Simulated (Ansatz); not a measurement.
# A hypothetical structure for Mn2SbP

Starting from a made-up structure for Mn2SbP, the aim is the relaxed cell, its shortest contacts and, where a second run follows, its electronic structure.

Main program and level: Ansatz 0.2.0; DFT, PBEsol, plane-wave PAW, files of the set soft_1, scalar-relativistic, ferromagnetic start, cell and ions relaxed at zero pressure; PAW set soft_1, in the first sound run; inputs show where later runs differ.

In doubt: warnings of the run leave room for a lower electronic state, so energies may not be the lowest and differences between runs may mislead.

## Step 1: The starting structure

It takes space group P-6m2 (No. 187, hexagonal). Conventional cell: a = 3.903 Å, b = 3.903 Å, c = 5.838 Å, α = 90.00°, β = 90.00°, γ = 120.00°. Nearest to Sb lie 6 Mn at 2.73 Å. Nearest to Mn lie 3 P at 2.64 Å and 3 Sb at 2.73 Å and 1 Mn at 2.77 Å. Nearest to P lie 6 Mn at 2.64 Å. Farther neighbours are not listed.

## Step 2: Relaxing cell and atoms

The guess takes its coordinates from another compound and its volume from a rule, so the cell and any free coordinates are relaxed together.

Input file input.yaml:

```yaml
crystal:
  lattice:
    - [3.903, 0.0, 0.0]
    - [-1.9515, 3.380097151, 0.0]
    - [0.0, 0.0, 5.838]
  atoms:
    - { symbol: Sb, position: [0.0, 0.0, 0.0] }
    - { symbol: Mn, position: [0.666666667, 0.333333333, 0.2629], spin: 4.0 }
    - { symbol: Mn, position: [0.666666667, 0.333333333, 0.7371], spin: 4.0 }
    - { symbol: P, position: [0.333333333, 0.666666667, 0.5] }
magnetization:
  spin_polarized: true
kpoints:
  mp_grid: { grid: [8, 8, 5] }
scf:
  occupations: { method: fermi_dirac, width: 0.05 }
hamiltonian:
  xc: pbesol
  pseudopotentials: { kind: paw, azcp: { folder: soft_1 }, xc_functional: pbe }
relax:
  f_tol: 0.015
  max_steps: 70
  cell: {}
output:
  forces: true
  stress: true
```

Command:

```bash
$ ansatz run input.yaml --threads 4 --pin off --max-ram 8192MiB --backend cpu --events-out ev --progress --plain --runs-dir out
```

Numbers of over 12 decimals in the logs are rounded to 6 here.

Output:

```text
Engine: ansatz 0.2.0, aarch64-unknown-linux-gnu
Pseudopotentials: kind: paw
Pseudopotential: Sb, paw, valence charge 15, recommended cutoff 420 eV (normal), soft_1/Sb.paw.azcp
Pseudopotential: Mn, paw, valence charge 15, recommended cutoff 420 eV (normal), soft_1/Mn.paw.azcp
Pseudopotential: P, paw, valence charge 5, recommended cutoff 420 eV (normal), soft_1/P.paw.azcp
Functional definition: PBEsol
  exchange = pbesol_x
  correlation = pbesol_c
Crystal: 4 atoms, lattice volume = 77.018 Å³
Basis set: ecut = 420 eV, 1519 PW (Γ), exchange–correlation on 54×54×80 points (8 copies of the dense FFT grid, shifted against one another)
Bands: 35, of which v1, the nominal top of the filled ones, is band 25 counted from 1 (24 counted from 0)
Symmetry: 12 space group operations
Space group: P-6m2 (ITA 187), of the structure as read, at distance tolerance 4.3e-5 Å
Magnetic group: BNS 187.209 (UNI 1439), of the structure as read, at distance tolerance 4.3e-5 Å
k-points: 30 of 320 (time reversal used)
Non-local potential: Sb, projectors of the file, l = 0: 2, l = 1: 2, l = 2: 2, l = 3: 1
Non-local potential: Mn, projectors of the file, l = 0: 3, l = 1: 2, l = 2: 3, l = 3: 1
Non-local potential: P, projectors of the file, l = 0: 2, l = 1: 2, l = 2: 1
PAW form: soft (Blöchl's): semilocal exchange-correlation on the pseudo side does not see the compensation charge
PAW frozen core: Sb, regenerated for the run's functional, and the local potential with it (the file was generated under x = pbe(κ = 0.804, μ = 0.219515), c = pbe(β = 0.066725))
PAW frozen core: Mn, regenerated for the run's functional, and the local potential with it (the file was generated under x = pbe(κ = 0.804, μ = 0.219515), c = pbe(β = 0.066725))
PAW frozen core: P, regenerated for the run's functional, and the local potential with it (the file was generated under x = pbe(κ = 0.804, μ = 0.219515), c = pbe(β = 0.066725))
PAW one-centre angular grid: Sb, 590 points (default); XC on 64 Gauss nodes
PAW one-centre angular grid: Mn, 590 points (default); XC on 64 Gauss nodes
PAW one-centre angular grid: P, 110 points (default); XC on 64 Gauss nodes
Initial density: superposition of atomic densities (chi_scale 0.1, normalization cell)
Starting moments: Σ|m| = 8 μB on 2 of 4 sites
Initial wavefunctions: pseudopotential atomic-orbital guess
Functional: x = pbesol(κ = 0.804, μ = 0.123457), c = pbesol(β = 0.046)
iter 1 solved again at ethr=9.53e-4 eV; its pass at ethr=3.10e-3 eV (dr2=4.76e-1 eV) is discarded
SCF iter   1: F=—  HF=-14884.668223 eV  |F-HF|=—  |Δ(HF+E_count)|=         —  Δρ=1.60e-2 (↑1.36e-2 ↓1.60e-2)  dr2=4.83e-1  dr2_m=6.38e-2  M=7.224 μB ∫|m|=7.873 μB  β_m=0.30  ethr=9.53e-4  ⟨swp⟩=1.2  Hψ=11935  notcnv=0
Mixer restart at iter 1: flushing history
preconditioner: auto → Kerker (q_TF=auto, 2.539 Å⁻¹)  [metal: Δε(μ)=0.011 eV  Ē_g=7.307 eV  σ=0.050 eV  W_gap=0.05  n_scr=22 (ndim 8)  ℏωp=20.7 eV  f_vac=0.000  D(μ)=2.18/eV (n_scr^D=22)]
spin=Collinear: Kerker preconditioning applied to the charge; magnetization (m = ρ↑ − ρ↓) channel mixes plain (no charge-response kernel on spin).
SCF iter   2: F=—  HF=-14884.828335 eV  |F-HF|=—  |Δ(HF+E_count)|=   1.60e-1  Δρ=1.40e-2 (↑1.00e-2 ↓1.40e-2)  dr2=3.36e-1  dr2_m=3.65e-2  M=7.134 μB ∫|m|=7.844 μB  β_m=0.62  ethr=9.53e-4  ⟨swp⟩=2.0  Hψ=2660  notcnv=0
SCF iter   3: F=—  HF=-14885.317572 eV  |F-HF|=—  |Δ(HF+E_count)|=   4.89e-1  Δρ=1.21e-2 (↑5.51e-3 ↓1.21e-2)  dr2=2.70e-1  dr2_m=2.00e-2  M=6.981 μB ∫|m|=7.747 μB  β_m=0.81  ethr=6.72e-4  ⟨swp⟩=2.6  Hψ=3220  notcnv=0  defer=3
SCF iter   4: F=—  HF=-14885.520231 eV  |F-HF|=—  |Δ(HF+E_count)|=         —  Δρ=9.18e-3 (↑4.63e-3 ↓9.18e-3)  dr2=6.66e-2  dr2_m=3.04e-2  M=6.626 μB ∫|m|=7.440 μB  β_m=0.81  ethr=5.40e-4  ⟨swp⟩=2.9  Hψ=3471  notcnv=0  defer=69
Mixer restart at iter 4: flushing history
SCF iter   5: F=—  HF=-14885.508605 eV  |F-HF|=—  |Δ(HF+E_count)|=   1.16e-2  Δρ=7.63e-3 (↑7.63e-3 ↓2.06e-3)  dr2=2.42e-2  dr2_m=1.23e-2  M=6.574 μB ∫|m|=7.375 μB  β_m=0.91  ethr=1.33e-4  ⟨swp⟩=2.5  Hψ=3767  notcnv=0  defer=135
SCF iter   6: F=—  HF=-14885.516720 eV  |F-HF|=—  |Δ(HF+E_count)|=   8.11e-3  Δρ=5.26e-3 (↑5.26e-3 ↓7.67e-4)  dr2=1.65e-2  dr2_m=4.95e-3  M=6.645 μB ∫|m|=7.446 μB  β_m=0.72  ethr=4.84e-5  ⟨swp⟩=2.0  Hψ=4208  notcnv=0  defer=136
SCF iter   7: F=—  HF=-14885.506431 eV  |F-HF|=—  |Δ(HF+E_count)|=   1.03e-2  Δρ=9.75e-4 (↑5.36e-4 ↓9.75e-4)  dr2=1.49e-3  dr2_m=7.01e-5  M=6.623 μB ∫|m|=7.419 μB  β_m=0.86  ethr=3.31e-5  ⟨swp⟩=2.0  Hψ=4019  notcnv=0  defer=134
SCF iter   8: F=—  HF=-14885.507174 eV  |F-HF|=—  |Δ(HF+E_count)|=   7.42e-4  Δρ=1.31e-4 (↑1.31e-4 ↓1.28e-4)  dr2=7.00e-5  dr2_m=1.78e-6  M=6.643 μB ∫|m|=7.440 μB  β_m=0.93  ethr=2.99e-6  ⟨swp⟩=2.0  Hψ=2751  notcnv=0  defer=134
SCF iter   9: F=—  HF=-14885.507176 eV  |F-HF|=—  |Δ(HF+E_count)|=   2.66e-6  Δρ=1.20e-4 (↑5.26e-5 ↓1.20e-4)  dr2=2.67e-5  dr2_m=1.15e-6  M=6.643 μB ∫|m|=7.440 μB  β_m=0.95  ethr=1.40e-7  ⟨swp⟩=2.0  Hψ=3144  notcnv=0  defer=134
SCF iter  10: F=—  HF=-14885.507179 eV  |F-HF|=—  |Δ(HF+E_count)|=   2.73e-6  Δρ=3.21e-5 (↑3.21e-5 ↓2.86e-5)  dr2=3.47e-6  dr2_m=8.05e-9  M=6.642 μB ∫|m|=7.439 μB  β_m=0.98  ethr=5.34e-8  ⟨swp⟩=2.4  Hψ=2965  notcnv=0  defer=134
SCF iter  11: F=—  HF=-14885.507179 eV  |F-HF|=—  |Δ(HF+E_count)|=   4.42e-7  Δρ=8.80e-6 (↑3.23e-6 ↓8.80e-6)  dr2=8.27e-8  dr2_m=1.00e-8  M=6.642 μB ∫|m|=7.438 μB  β_m=0.99  ethr=6.93e-9  ⟨swp⟩=2.0  Hψ=2677  notcnv=0  defer=134
SCF iter  12: F=-14885.507179 eV  HF=-14885.507179 eV  |F-HF|=4.40e-8  |Δ(HF+E_count)|=   7.53e-8  Δρ=3.74e-6 (↑2.88e-6 ↓3.74e-6)  dr2=5.18e-8  dr2_m=5.21e-10  M=6.642 μB ∫|m|=7.438 μB  ethr=1.65e-10  ⟨swp⟩=2.2  Hψ=6574  notcnv=0
SCF 1 converged in 12 iterations: F = -14885.507179 eV  dr2 = 5.18e-8
  greatest PAW one-centre occupation: 1.000 electrons in one spin orbital (limit 2), on the Mn atom at site 2 (counted from 0), in its partial waves of l = 0
relax step   1: F+E_penalty+E_count = -14885.50717855 eV  Δ(F+E_penalty+E_count) = +0.000e0 eV  max|allowed force component| = 7.934e-1 eV/Å  Δτ_max = 0.0000 Å  P = -11.161 GPa  Ω = 77.018 Å³  (12 SCF iters, dr2 threshold 1.00e-7 eV, accepted)
Crystal: 4 atoms, lattice volume = 66.886 Å³
Basis set: ecut = 420 eV, 1303 PW (Γ), exchange–correlation on 54×54×80 points (8 copies of the dense FFT grid, shifted against one another)
Initial density: handed on by an earlier stage of this run
Starting moments: Σ|m| = 8 μB on 2 of 4 sites; this step starts from the density that it was given
Initial wavefunctions: those handed on with the density
[...]
relax step   8: F+E_penalty+E_count = -14886.48882973 eV  Δ(F+E_penalty+E_count) = -1.122e-2 eV  max|allowed force component| = 4.016e-1 eV/Å  Δτ_max = 0.0072 Å  P = +2.639 GPa  Ω = 57.350 Å³  energy of the carried Pulay correction = +1.179e-2 eV  (10 SCF iters, dr2 threshold 4.00e-7 eV, accepted)
relax step   9: F+E_penalty+E_count = -14886.47820411 eV  Δ(F+E_penalty+E_count) = +1.063e-2 eV  max|allowed force component| = 5.978e-1 eV/Å  Δτ_max = 0.0608 Å  P = -1.008 GPa  Ω = 58.924 Å³  energy of the carried Pulay correction = +1.072e-2 eV  (10 SCF iters, dr2 threshold 4.00e-7 eV, rejected (line search))
relax step  10: F+E_penalty+E_count = -14886.50358603 eV  Δ(F+E_penalty+E_count) = -1.476e-2 eV  max|allowed force component| = 8.976e-2 eV/Å  Δτ_max = 0.0124 Å  P = -0.625 GPa  Ω = 58.690 Å³  energy of the carried Pulay correction = +1.088e-2 eV  (14 SCF iters, accepted)
relax step  11: F+E_penalty+E_count = -14886.50589155 eV  Δ(F+E_penalty+E_count) = -2.306e-3 eV  max|allowed force component| = 1.072e-2 eV/Å  Δτ_max = 0.0077 Å  P = -0.022 GPa  Ω = 58.442 Å³  energy of the carried Pulay correction = +1.105e-2 eV  (8 SCF iters, dr2 threshold 4.00e-7 eV, accepted)
relax step  12: F+E_penalty+E_count = -14886.50595205 eV  Δ(F+E_penalty+E_count) = -6.050e-5 eV  max|allowed force component| = 5.436e-4 eV/Å  Δτ_max = 0.0011 Å  P = +0.008 GPa  Ω = 58.455 Å³  energy of the carried Pulay correction = +1.104e-2 eV  (8 SCF iters, dr2 threshold 4.94e-8 eV, accepted)
relax step  13: F+E_penalty+E_count = -14886.50256635 eV  Δ(F+E_penalty+E_count) = +3.386e-3 eV  max|allowed force component| = 3.974e-3 eV/Å  Δτ_max = 0.0000 Å  P = +0.041 GPa  Ω = 58.455 Å³  stress off target by 2.35e-1 GPa  SCF on the basis re-selected at this cell (its energy is not comparable with the rows above)  (12 SCF iters)
relax step  14: F+E_penalty+E_count = -14886.50273316 eV  Δ(F+E_penalty+E_count) = -1.668e-4 eV  max|allowed force component| = 1.025e-3 eV/Å  Δτ_max = 0.0004 Å  P = +0.014 GPa  Ω = 58.405 Å³  energy of the carried Pulay correction = +2.555e-5 eV  (8 SCF iters, dr2 threshold 1.38e-7 eV, accepted)
iter 1 solved again at ethr=4.40e-7 eV; its pass at ethr=3.10e-3 eV (dr2=2.20e-4 eV) is discarded
SCF iter   1: F=—  HF=-14886.502701 eV  |F-HF|=—  |Δ(HF+E_count)|=         —  Δρ=1.06e-5 (↑1.06e-5 ↓9.29e-6)  dr2=1.50e-8  dr2_m=7.10e-9  M=3.536 μB ∫|m|=4.170 μB  β_m=0.65  ethr=4.40e-7  ⟨swp⟩=3.1  Hψ=14669  notcnv=0
eigensolver tolerance schedule: the retry pair's looser diagonalisation over-reported the residual by 14691.50 of it (diagonalisation noise at an unbounded share of the residual, at the tolerance the schedule requests for it); recorded, not acted on — ethr = c·dr2/N_el stays at c = 1.0e-1
preconditioner: auto → none  [metal: Δε(μ)=0.029 eV  Ē_g=8.257 eV  σ=0.050 eV  W_gap=0.14  n_scr=2 (ndim 8)  ℏωp=23.8 eV  f_vac=0.000  D(μ)=3.10/eV (n_scr^D=36)]
SCF iter   2: F=—  HF=-14886.502700 eV  |F-HF|=—  |Δ(HF+E_count)|=   1.27e-6  Δρ=5.89e-6 (↑5.89e-6 ↓3.34e-6)  dr2=1.39e-8  dr2_m=4.81e-9  M=3.536 μB ∫|m|=4.170 μB  β_m=0.43  ethr=3.00e-11  ⟨swp⟩=3.1  Hψ=4805  notcnv=0
SCF iter   3: F=—  HF=-14886.502700 eV  |F-HF|=—  |Δ(HF+E_count)|=   1.98e-9  Δρ=3.56e-6 (↑3.56e-6 ↓3.41e-6)  dr2=2.89e-9  dr2_m=1.80e-9  M=3.536 μB ∫|m|=4.170 μB  β_m=0.49  ethr=2.77e-11  ⟨swp⟩=2.3  Hψ=3004  notcnv=0
SCF iter   4: F=—  HF=-14886.502700 eV  |F-HF|=—  |Δ(HF+E_count)|=   1.61e-8  Δρ=9.47e-7 (↑9.47e-7 ↓8.54e-7)  dr2=2.44e-9  dr2_m=6.83e-11  M=3.536 μB ∫|m|=4.170 μB  β_m=0.40  ethr=5.79e-12  ⟨swp⟩=2.0  Hψ=2703  notcnv=0
SCF iter   5: F=—  HF=-14886.502700 eV  |F-HF|=—  |Δ(HF+E_count)|=  5.64e-11  Δρ=5.81e-7 (↑5.81e-7 ↓4.28e-7)  dr2=2.40e-11  dr2_m=9.98e-11  M=3.536 μB ∫|m|=4.170 μB  β_m=0.47  ethr=4.87e-12  ⟨swp⟩=2.0  Hψ=2579  notcnv=0
SCF iter   6: F=-14886.502700 eV  HF=-14886.502700 eV  |F-HF|=3.09e-11  |Δ(HF+E_count)|=  9.09e-12  Δρ=2.87e-7 (↑2.56e-7 ↓2.87e-7)  dr2=2.51e-11  dr2_m=1.04e-11  M=3.536 μB ∫|m|=4.170 μB  ethr=1.00e-12  ⟨swp⟩=3.0  Hψ=6630  notcnv=0
SCF 15 converged in 6 iterations: F = -14886.502700 eV  dr2 = 2.51e-11
relax step  15: F+E_penalty+E_count = -14886.50270014 eV  Δ(F+E_penalty+E_count) = +3.301e-5 eV  max|allowed force component| = 1.061e-3 eV/Å  Δτ_max = 0.0000 Å  P = +0.014 GPa  Ω = 58.405 Å³  stress off target by 3.88e-2 GPa  SCF on the basis re-selected at this cell (its energy is not comparable with the rows above)  (6 SCF iters)
basis re-selected at this cell: Δ(F+E_penalty+E_count) = +3.301e-5 eV, ΔP = -0.000 GPa vs the last step (what re-selecting the basis moved, of the pressure what is left beyond the Pulay correction that the steps carried, after the strain that the cell walked since its last selection, with what the two solves' SCF thresholds leave and, on support functions, any second-order correction that the steps lacked; it is no m [...]
WARN: an SCF from antiferromagnetic starting moments (0.00, -4.00, 4.00, 0.00 Bohr magnetons, atom by atom) was not made, by what the run has read of turns of its moments that order reads lower: the deck asks for what bars it, or types moments that do (magnetization.spin_polarized, in the input reference, names some of the keys), or the run goes by scf.lower_state_search: light, the default, which as a rule tries one only behind a close that has lost an order of both signs, or on which an open d or half-filled 4f shell of a PAW file has lost a moment that was set nearer to Hund's than to what is left; [rest of the remark cut]
SCF converged after 6 iterations
Magnetization: 3.5360 μB (26.7680 up, 23.2320 down)
Absolute magnetization: 4.1709 μB (∫|ρ↑−ρ↓|, with the PAW one-centre terms)
Spin contamination: 0.1199 ħ² per cell (⟨S²⟩ above its minimum at these occupations)
Per-site moments (μB) at R_I (Å): [(-0.071293, 1.096589), (1.792073, 0.945046), (1.792073, 0.945046), (-0.101671, 0.945046)]
Free energy (F): -14886.502700 eV
Harris-Foulkes:  -14886.502700 eV  (|F-HF|=3.09e-11)
Internal energy: -14886.477796 eV  (E = F + TS)
E sigma→0 (E₀):  -14886.490248 eV
Entropy (-TS):   -0.024904 eV (-6.226 meV/atom)
Fermi energy:    15.816184 eV
--- Per-component energies (eV) ---
  E_band       = -486.248732
  E_kinetic    = 883.028361
  E_local      = -5786.707007  (includes V_loc(G=0)·N_el)
  E_nonlocal   = 1350.997826
  E_hartree    = 2289.552302
  E_xc         = -391.630227
  E_vxc        = -436.317216  (∫ρ·V_xc dr)
  E_paw        = -7613.699438  (= ΣΔE_a)
  E_vpaw       = -1076.355955  (= ΣTr[D̂ρ^β])
  E_aug_tail   = 0.000324  (compensation charges beyond the density's cutoff)
  E_ewald      = -5618.737190
  E_core_change = 0.717252  (= ΣΔE_core)
  E_smearing   = -0.024904  (= −TS)
  E_closure    = -0.000000  (closes the sum)
  Σ components = -14886.502700   (vs F -14886.502700, Δ=0.00e0)
--- Forces (eV/Å), atoms counted from 1 ---
  atom   1  Sb     0.00000000     0.00000000     0.00000000
  atom   2  Mn    -0.00000000    -0.00000000    -0.00106055
  atom   3  Mn     0.00000000    -0.00000000     0.00106055
  atom   4  P     -0.00000000    -0.00000000    -0.00000000
  max |Σ_I F_I| component: 3.70e-17 eV/Å
--- Stress (GPa, compression-positive) ---
        0.001014      -0.000000       0.000000
       -0.000000       0.001014      -0.000000
        0.000000      -0.000000       0.038831
  P = ⅓ Tr σ = 0.0136 GPa (0.136 kbar)
--- Relaxed structure (13 steps of the walk, 12 accepted, 2 SCFs on fresh bases) ---
  F+E_penalty+E_count = -14886.50270014 eV   max|allowed force component| = 1.061e-3 eV/Å   (the final SCF, on the basis selected at the relaxed cell)
  cell:  # Å, volume = 58.4050 Å³
    - [3.240978, 0, 0.0]
    - [-1.620489, 2.806769, 0.0]
    - [0.0, 0.0, 6.420481]
  atoms:
    - { symbol: Sb, position: [-1.850371708570241e-17, 9.251858542851205e-18, -5.942869050965423e-19] }
    - { symbol: Mn, position: [0.666667, 0.333333, 0.294109] }
    - { symbol: Mn, position: [0.666667, 0.333333, 0.705891] }
    - { symbol: P, position: [0.333333, 0.666667, 0.5] }
```

Elapsed: 76 s, on 4 threads of Arm Neoverse V1, shared host; peak memory 0.46 GiB; 4.6 min of CPU time.

Relaxation path:

```
step  energy less that of the first step (eV)  largest force component (eV/Å)  pressure (GPa)  volume (Å³)
   1                                   0.0000                          0.7934          -11.16        77.02
   2                                  -0.6716                          0.7642           -5.89        66.89
   3                                  -0.7875                          0.7684            4.60        59.64
   4                                  -0.8838                          0.0890            0.19        62.03
   5                                  -0.9091                          0.2087           -0.92        62.10
   6                                  -0.9300                          0.0842           -0.94        61.22
   7                                  -0.9704                          0.6063            2.01        58.38
   8                                  -0.9817                          0.4016            2.64        57.35
   9                                  -0.9710                          0.5978           -1.01        58.92
  10                                  -0.9964                          0.0898           -0.62        58.69
  11                                  -0.9987                          0.0107           -0.02        58.44
  12                                  -0.9988                          0.0005            0.01        58.46
 13*                                  -0.9954                          0.0040            0.04        58.46
  14                                  -0.9956                          0.0010            0.01        58.41
 15*                                  -0.9955                          0.0011            0.01        58.41
```

Relaxation steps marked * repeat the geometry before them on a plane-wave basis chosen anew for their cell, so energy and pressure can jump there. Relaxation step 9 was tried and not accepted.

The run keeps the 12 symmetry operations that it works with, so distortions that break them were not tested.

```
     cell as run  before  after   change
           a (Å)   3.903  3.241  -17.0 %
           b (Å)   3.903  3.241  -17.0 %
           c (Å)   5.838  6.420  +10.0 %
volume (Å³/atom)   19.25  14.60  -24.2 %
```

The atoms that moved most (Å, as changes of fractional coordinates times the final cell):

```
atom     dx     dy      dz  length
 Mn2  0.000  0.000   0.200   0.200
 Mn3  0.000  0.000  -0.200   0.200
```

Final coordinates:

```xyz
4
Lattice="3.2410 0.0000 0.0000 -1.6205 2.8068 0.0000 0.0000 0.0000 6.4205" Properties=species:S:1:pos:R:3 pbc="T T T"
Sb    0.0000    0.0000    0.0000
Mn    1.6205    0.9356    1.8883
Mn    1.6205    0.9356    4.5322
P     0.0000    1.8712    3.2102
```

Numbers from this step:

* free energy: -14886.5027 eV
* energy at zero smearing: -14886.4902 eV
* smearing term TS: 0.02490 eV
* Fermi energy: 15.82 eV
* magnetization: 3.536 μB
* absolute magnetization: 4.171 μB
* site moments: -0.07129, 1.792, 1.792, -0.1017 μB
* electrons: 50
* symmetry operations: 12
* pressure: 0.01362 GPa

Site moment by atom:

```
atom  site moment (μB)
 Sb1             -0.07
 Mn2              1.79
 Mn3              1.79
  P4             -0.10
```

The shortest distance of each pair, which need not be the same contact before and after:

```
 pair  guess (Å)  relaxed (Å)
 Mn–P      2.645        2.291
Mn–Mn      2.768        2.644
Mn–Sb      2.726        2.658
Sb–Sb      3.903        3.241
  P–P      3.903        3.241
```

The relaxation ends with a largest force component of 0.0011 eV/Å and a pressure of 0.01 GPa.

(Part 1 of 2 ends here.)

[Logs are printed without paths, hosts, clocks, repeated set-up lines and the standing remarks that a program may print on its own settings, such as how far it seeks lower states.]

[Hosts, paths, dates, database ids (printed as entryN), source tags and the programs' standing remarks are cut or masked in the printed files.]
